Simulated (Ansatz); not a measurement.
# 2H-CrSTe monolayer in a perpendicular field

Aim: how the 2H-CrSTe monolayer screens a field along its normal, and what the field does to its bands. A positive field points along +c.

Method: plane-wave DFT, PBE-D3(BJ), Ansatz PAW, in Ansatz 0.2.0.

This is a report of a sequence of runs, with most program output left out.

## Step 1: Starting point

The cell holds 3 atoms: 1 Te, 1 Cr and 1 S. Its edges and angles: a = 3.365 Å, b = 3.365 Å, c = 37.174 Å, α = 90.0°, β = 90.0°, γ = 120.0°. Vacuum lies along c.

## Step 2: Relaxation

The starting cell is a guess, so the in-plane lattice and the atoms are relaxed first, with the slab cut off from its images along the normal.

Input file input.yaml:

```yaml
crystal:
  lattice:
    - [3.365, 0.0, 0.0]
    - [-1.6825, 2.9141754837, 0.0]
    - [0.0, 0.0, 37.1736110956]
  atoms:
    - { symbol: Te, position: [0.3333333333, 0.6666666667, 0.4586586962] }
    - { symbol: Cr, position: [0.0, 0.0, 0.507180115] }
    - { symbol: S, position: [0.3333333333, 0.6666666667, 0.5413413038] }
  periodic: [true, true, false]
kpoints:
  mp_grid: { grid: [12, 12, 1] }
hamiltonian:
  xc: pbe
  dispersion: d3bj
scf:
  occupations: { method: fermi_dirac, width: 0.05 }
  convergence: { dr2_threshold: 1.0e-09 }
relax:
  f_tol: 0.004
  max_steps: 90
  cell: {}
output:
  write_potential: true
  write_density: true
  volumetric_format: npy
```

Run with:

```sh
> ansatz run input.yaml --threads 2 --pin off --max-ram 3072MiB --backend cpu --events-out ev --progress --plain --runs-dir out
```

Wall time 1.7 min (2 threads of Arm Neoverse N1, shared host); peak memory 0.58 GiB.

This run has no spin polarisation, although Cr can carry a moment.

The steps of the relaxation:

```
step  energy less that of the first step (eV)  largest force component (eV/Å)  volume (Å³)
   1                                   0.0000                          0.3756       364.53
   2                                  -0.1030                          0.1150       342.03
   3                                  -0.1037                          0.3296       335.66
   4                                  -0.1075                          0.0333       337.25
   5                                  -0.1075                          0.0513       337.09
   6                                  -0.1076                          0.0003       337.08
  7*                                  -0.1067                          0.0002       337.08
```

Relaxation steps marked * repeat the geometry before them on a plane-wave basis chosen anew for their cell, so energy and pressure can jump there. Relaxation step 5 was tried and not accepted.

Forces are held to the 6 operations that the run works with; a distortion that breaks them can't arise in this run.

```
cell as run  before  after  change
      a (Å)   3.365  3.236  -3.8 %
      b (Å)   3.365  3.236  -3.8 %
```

The atoms that moved most (Å, along periodic axes as changes of fractional coordinates times the final cell, across vacuum about the mean position):

```
atom     dx     dy      dz  length
  S3  0.000  0.000   0.067   0.067
 Te1  0.000  0.000  -0.042   0.042
 Cr2  0.000  0.000  -0.025   0.025
```

The relaxed structure:

```xyz
3
Lattice="3.2358 0.0000 0.0000 -1.6179 2.8023 0.0000 0.0000 0.0000 37.1736" Properties=species:S:1:pos:R:3
Te    0.0000    1.8682   17.0079
Cr    0.0000    0.0000   18.8288
S     0.0000    1.8682   20.1906
```

This step gave:

- energy at zero smearing: -11261.6039 eV

The lattice constant a goes from 3.365 to 3.236 Å.

## Step 3: Single point, field 0

A sawtooth potential applies the field, turning back in the middle of the vacuum. With the dipole correction the typed value is the field outside the slab. The induced dipole is small, so the SCF threshold is tight.

The cell differs from the one that the last finished run ended in (c 37.174 → 21.183 Å).

Input file input.yaml:

```yaml
crystal:
  lattice:
    - [3.2358178826, 0.0, 0.0]
    - [-1.6179089413, 2.8023004884, 0.0]
    - [0.0, 0.0, 21.1827850682]
  atoms:
    - { symbol: Te, position: [0.3333333333, 0.6666666667, 0.4248733097] }
    - { symbol: Cr, position: [0.0, 0.0, 0.510838531] }
    - { symbol: S, position: [0.3333333333, 0.6666666667, 0.5751266903] }
kpoints:
  mp_grid: { grid: [18, 18, 1] }
  band_path:
    path: [[0, 0, 0], [0.5, 0, 0], [0.33333333, 0.33333333, 0], [0, 0, 0]]
    npoints: 16
hamiltonian:
  xc: pbe
  dispersion: d3bj
scf:
  occupations: { method: fermi_dirac, width: 0.02585 }
  convergence: { dr2_threshold: 1.0e-10 }
efield:
  axis: 3
  dipole_correction: true
  ramp_position: 0.97
  ramp_width: 0.06
  amplitude: 0
output:
  dos: { projected: true, e_range: [-6, 5] }
  write_potential: true
  write_density: true
  volumetric_format: npy
  elf: true
```

It took 26 s on 2 threads; peak memory 0.49 GiB; 51 s of CPU time.

This step gave:

```
dipole along the normal            : -0.08173 e·Å
gap along the path                 : 0.3548 eV
smallest direct gap along the path : 0.8043 eV
step between the vacuum levels     : 1.631 eV
ionisation energy, upper face      : 5.777 eV
electron affinity, upper face      : 5.422 eV
ionisation energy, lower face      : 4.146 eV
gap, the smaller of path and mesh  : 0.3548 eV
```

Running mean over a fixed 2.5 Å (it still follows the layers) of the planar mean; the ramp of the sawtooth is left out. Table of electron's electrostatic potential energy less the Fermi level by z:

```
z (Å)  electron's electrostatic potential energy less the Fermi level (eV)
  3.0                                                                 3.96
  3.5                                                                 3.96
  4.0                                                                 3.96
  4.5                                                                 3.96
  5.0                                                                 3.96
  5.5                                                                 3.94
  6.0                                                                 3.88
  6.5                                                                 3.62
  7.0                                                                 2.57
  7.5                                                                0.800
  8.0                                                               -0.367
  8.5                                                                -2.17
  9.0                                                                -3.82
  9.5                                                                -5.34
 10.0                                                                -6.32
 10.5                                                                -7.45
 11.0                                                                -7.93
 11.5                                                                -7.94
 12.0                                                                -5.90
 12.5                                                                -3.00
 13.0                                                               -0.400
 13.5                                                                 2.27
 14.0                                                                 4.51
 14.5                                                                 5.36
 15.0                                                                 5.54
 15.5                                                                 5.58
 16.0                                                                 5.59
 16.5                                                                 5.59
 17.0                                                                 5.59
 17.5                                                                 5.59
 18.0                                                                 5.59
```

The density of states has structure finer than the step of the table below, so its rows give means over 0.25 eV, whole bins alone (the curve runs from -6 to 2.16 eV). Peaks (eV: height): -3.990: 6.84, -2.140: 11.0, -1.920: 8.61, -1.860: 7.72, -0.760: 9.66, 0.480: 8.89, 0.640: 8.54.

Table of density of states by energy, zero at the Fermi level of the run, which the smearing sets inside the gap; means over each step:

energy (eV), density of states (states/eV a cell) and a bar:
```
    -5.75        1.4 ########
    -5.50        1.1 ######
    -5.25        2.5 ##############
    -5.00        3.2 ##################
    -4.75        1.2 #######
    -4.50        1.6 #########
    -4.25        1.7 ##########
    -4.00        3.9 ######################
    -3.75        1.8 ##########
    -3.50        2.0 ###########
    -3.25        2.2 ############
    -3.00        3.1 #################
    -2.75        2.8 ################
    -2.50        3.0 #################
    -2.25        2.4 ##############
    -2.00        4.4 #########################
    -1.75        2.1 ############
    -1.50        1.6 #########
    -1.25        2.6 ##############
    -1.00        1.0 #####
    -0.75        5.1 #############################
    -0.50        1.0 ######
    -0.25        0.7 ####
     0.00        0.0 
     0.25        1.2 #######
     0.50        5.3 ##############################
     0.75        4.4 #########################
     1.00        1.8 ##########
     1.25        1.4 ########
     1.50        4.2 #######################
     1.75        3.1 #################
     2.00        2.3 #############
```

Projected DOS per atom over height of the atomic layer and energy from the Fermi level. Layers: Te Cr S from below.

Ten even steps from '0' (0.01 states/eV) to '9' (3.88 states/eV), each cell a mean:
```
021
153
010
140
190
010
010
071
020
130
221
322
121
132
122
112
213
101
001
213
101
200
```
Columns: height of the atomic layer (Å) from 9 to 12.2 (not evenly spaced); rows upwards: energy from the Fermi level (eV) from -5.96 to 2.14.

Electronic bands along the path, in eV, zero at the Fermi level of the run, which the smearing sets inside the gap:

```
  point  band 15  band 16  band 17  band 18  band 19  band 20  band 21  band 22
      Γ    -2.54    -1.08    -1.08    -0.19     2.12     2.12     3.25     3.52
halfway    -2.57    -2.17    -1.27    -0.71     0.62     1.45     1.61     2.75
      M    -2.89    -2.14    -0.98    -0.97     0.52     0.61     2.09     2.65
halfway    -3.35    -2.98    -1.97    -0.65     0.36     0.87     1.57     2.39
      K    -3.86    -3.69    -1.94    -0.63     0.17     1.02     1.36     2.74
halfway    -2.97    -2.03    -1.86    -0.65     0.48     0.92     1.47     2.34
      Γ    -2.54    -1.08    -1.08    -0.19     2.12     2.12     3.25     3.52
```

Electrostatic potential energy in the ca plane at fractional y = 0.667, with atoms of Te and S within 0.2 Å of it. With pseudopotentials it is smooth inside the atoms' cores, unlike the true potential.

Ten even steps from '0' (-26 eV) to '9' (5 eV), each cell a mean:
```
99999999999999999887777655688999999999999999
99999999999999999887787655688999999999999999
99999999999999999864457776776789999999999999
99999999999999998535534788621148999999999999
99999999999999997369972688400016999999999999
99999999999999997379982688400006999999999999
99999999999999998436733788610038999999999999
99999999999999998753346777765689999999999999
```
Columns run along c (16.0 Å, from fractional 0.09 to 0.85 of the cell; values clipped at the 3rd and 97th percentile), rows up along a (3.2 Å). Atoms in or near the plane, at fractional coordinates: Te at (0.42, 0.33), S at (0.58, 0.33).

ELF in the ca plane at fractional y = 0.667, with atoms of Te and S within 0.2 Å of it. It is the smooth field of the valence electrons, not physical close to the nuclei.

Values, 5 rows by 16 columns, each cell a mean:
```
0.00 0.00 0.00 0.03 0.17 0.35 0.29 0.13 0.23 0.16 0.03 0.00 0.00 0.00 0.00 0.00
0.00 0.00 0.01 0.12 0.47 0.48 0.44 0.17 0.54 0.54 0.20 0.01 0.00 0.00 0.00 0.00
0.00 0.00 0.04 0.46 0.74 0.24 0.41 0.35 0.63 0.82 0.66 0.10 0.00 0.00 0.00 0.00
0.00 0.00 0.05 0.53 0.74 0.13 0.34 0.37 0.47 0.77 0.73 0.13 0.00 0.00 0.00 0.00
0.00 0.00 0.02 0.25 0.65 0.46 0.49 0.24 0.71 0.76 0.39 0.04 0.00 0.00 0.00 0.00
```
Columns run along c (16.0 Å, from fractional 0.17 to 0.92 of the cell), rows up along a (3.2 Å). Atoms in or near the plane, at fractional coordinates: Te at (0.42, 0.33), S at (0.58, 0.33).

Valence density in the ca plane at fractional y = 0.667, with atoms of Te and S within 0.2 Å of it. It is the smooth field of the valence electrons, not physical close to the nuclei.

Values in units of 1e0 e/Å³, 5 rows by 16 columns, each cell a mean:
```
0.0 0.0 0.0 0.0 0.1 0.2 0.2 0.4 0.2 0.1 0.0 0.0 0.0 0.0 0.0 0.0
0.0 0.0 0.0 0.0 0.1 0.5 0.4 0.3 0.4 0.2 0.0 0.0 0.0 0.0 0.0 0.0
0.0 0.0 0.0 0.0 0.3 5.6 1.6 0.3 0.9 0.8 0.1 0.0 0.0 0.0 0.0 0.0
0.0 0.0 0.0 0.0 0.4 9.0 2.4 0.3 0.8 0.8 0.1 0.0 0.0 0.0 0.0 0.0
0.0 0.0 0.0 0.0 0.2 1.3 0.6 0.3 0.7 0.4 0.0 0.0 0.0 0.0 0.0 0.0
```
Columns run along c (16.0 Å, from fractional 0.17 to 0.92 of the cell), rows up along a (3.2 Å). Atoms in or near the plane, at fractional coordinates: Te at (0.42, 0.33), S at (0.58, 0.33).

The gap is 0.35 eV, with the valence edge 5.78 eV and the conduction edge 5.42 eV under the upper vacuum level. Spin-orbit coupling, left out in this run, matters for the bands of elements this heavy.

## Step 4: Atoms held, field 0.1 V/Å

Edit input.yaml of step 3 so:

```diff
@@ -25,5 +25,4 @@
   ramp_width: 0.06
-  amplitude: 0
+  amplitude: 0.1
 output:
-  dos: { projected: true, e_range: [-6, 5] }
   write_potential: true
@@ -31,2 +30 @@
   volumetric_format: npy
-  elf: true
```

Run time: 27 s. Hardware: 2 threads; peak memory 0.48 GiB; 53 s of CPU time.

The dipole is -0.0536 e·Å, 0.0282 e·Å from its value without field, and the gap 0.344 eV.

## Step 5: Single point, field -0.1 V/Å

Edit input.yaml of step 4 so:

```diff
@@ -25,3 +25,3 @@
   ramp_width: 0.06
-  amplitude: 0.1
+  amplitude: -0.1
 output:
```

Wall time 27 s (2 threads); peak memory 0.49 GiB; 53 s of CPU time.

The dipole is -0.110 e·Å, -0.0281 e·Å from its value without field, and the gap 0.365 eV.

## Step 6: Response, atoms held

This step: plane-wave DFT, PBE-D3(BJ), Ansatz PAW; response to a field along the normal, atoms held (Ansatz 0.2.0).

The dipoles give the slope, and the difference of two potentials shows where the field is screened.

This step gave:

- equivalent conductor thickness p/(ε₀AE): 5.618 Å
- distance between the outer atoms: 3.183 Å

Table of dipole of the cell by applied field:

```
applied field (V/Å)  dipole of the cell (e·Å)
            -0.1000                    -0.110
             0.0000                   -0.0817
             0.1000                   -0.0536
```

Local field over the applied field, running mean. From the potentials at -0.1 and 0.1 V/Å; running mean over 2.5 Å. Table of local field over applied field by z:

z (Å), local field over applied field and a bar:
```
     4.12      0.998 ##############################
     4.56      0.996 ##############################
     5.00      0.990 ##############################
     5.44      0.975 #############################
     5.88      0.943 ############################
     6.33      0.878 ##########################
     6.77      0.767 #######################
     7.21      0.622 ##################
     7.65      0.468 ##############
     8.09      0.317 #########
     8.53      0.180 #####
     8.97      0.085 ##
     9.41      0.047 #
     9.86      0.034 
    10.30      0.026 
    10.89      0.034 
    11.33      0.058 #
    11.77      0.095 ##
    12.21      0.174 #####
    12.65      0.303 #########
    13.09      0.457 #############
    13.53      0.612 ##################
    13.97      0.758 #######################
    14.42      0.874 ##########################
    14.86      0.943 ############################
    15.30      0.976 #############################
    15.74      0.990 ##############################
    16.18      0.996 ##############################
    16.62      0.999 ##############################
    17.06      0.999 ##############################
```

Electrons, planar mean, per unit field. Table of induced electron density by z:

```
z (Å)  induced electron density (e/Å³ per V/Å)
 4.12                                   6.5e-6
 4.56                                   1.8e-5
 5.00                                   4.6e-5
 5.44                                   1.2e-4
 5.88                                   2.8e-4
 6.33                                   6.4e-4
 6.77                                  0.00138
 7.21                                  0.00258
 7.65                                  0.00354
 8.09                                  0.00240
 8.53                                   5.3e-4
 8.97                                   7.1e-4
 9.41                                   5.1e-4
 9.86                                  -3.6e-4
10.30                                  -9.6e-4
10.89                                   8.1e-4
11.33                                   1.5e-4
11.77                                  -7.1e-4
12.21                                  -7.7e-4
12.65                                 -0.00189
13.09                                 -0.00366
13.53                                 -0.00282
13.97                                 -0.00146
14.42                                  -6.5e-4
14.86                                  -2.7e-4
15.30                                  -1.1e-4
15.74                                  -4.2e-5
16.18                                  -1.6e-5
16.62                                  -6.0e-6
17.06                                  -2.2e-6
```

The smaller of the gaps on the path and on the k-mesh, counted as 0 under 0.03 eV. Gap against applied field:

```
applied field (V/Å)  gap (eV)
            -0.1000     0.365
             0.0000     0.355
             0.1000     0.344
```

By hand: between -0.1 and 0.1 V/Å the dipole changes by 0.05631 e·Å, a slope of 0.2815 e·Å²/V. A perfect conductor of thickness t has p = ε₀AEt, so t = 180.95 × 0.2815 / 9.068 = 5.62 Å (e/ε₀ = 180.95 V·Å, A in Å²).

The induced dipole is that of a conductor 5.62 Å thick.

## Step 7: Outcome

```
gap without field                          : 0.355 eV
ionisation energy, upper face              : 5.78 eV
electron affinity, upper face              : 5.42 eV
step between the vacuum levels             : 1.63 eV
equivalent conductor thickness, atoms held : 5.62 Å
```

What this shows: The induced dipole equals that of a perfect conductor 5.62 Å thick, while the outer atoms lie 3.18 Å apart; an out-of-plane ε follows only once a thickness t is chosen, by 1 − 1/ε = 5.62 Å / t. The two faces differ: the vacuum level above lies 1.63 eV higher than the one below. The gap goes from 0.35 eV to 0.37 eV at -0.1 V/Å. Semilocal functionals give gaps that are too small, and excitons are not included. The main runs have no spin polarisation; a magnetic state could lie lower and would change these results. Spin-orbit coupling is left out, which matters for the bands of elements this heavy.

[Logs are printed without paths, hosts, clocks, repeated set-up lines and the standing remarks that a program may print on its own settings, such as how far it seeks lower states.]

[Hosts, paths, dates, database ids (printed as entryN), source tags and the programs' standing remarks are cut or masked in the printed files.]

[Maps of the electrostatic potential energy from Ansatz leave out the sawtooth potential of an applied field or a dipole correction, so their vacuum need not be flat; planar profiles and work functions include it.]

[The density of states shown here was stored with 400 of the rows of the run's finer table, so its peaks can read low, often by over a quarter, or be missed, and its means over a window can be off by a tenth or more.]
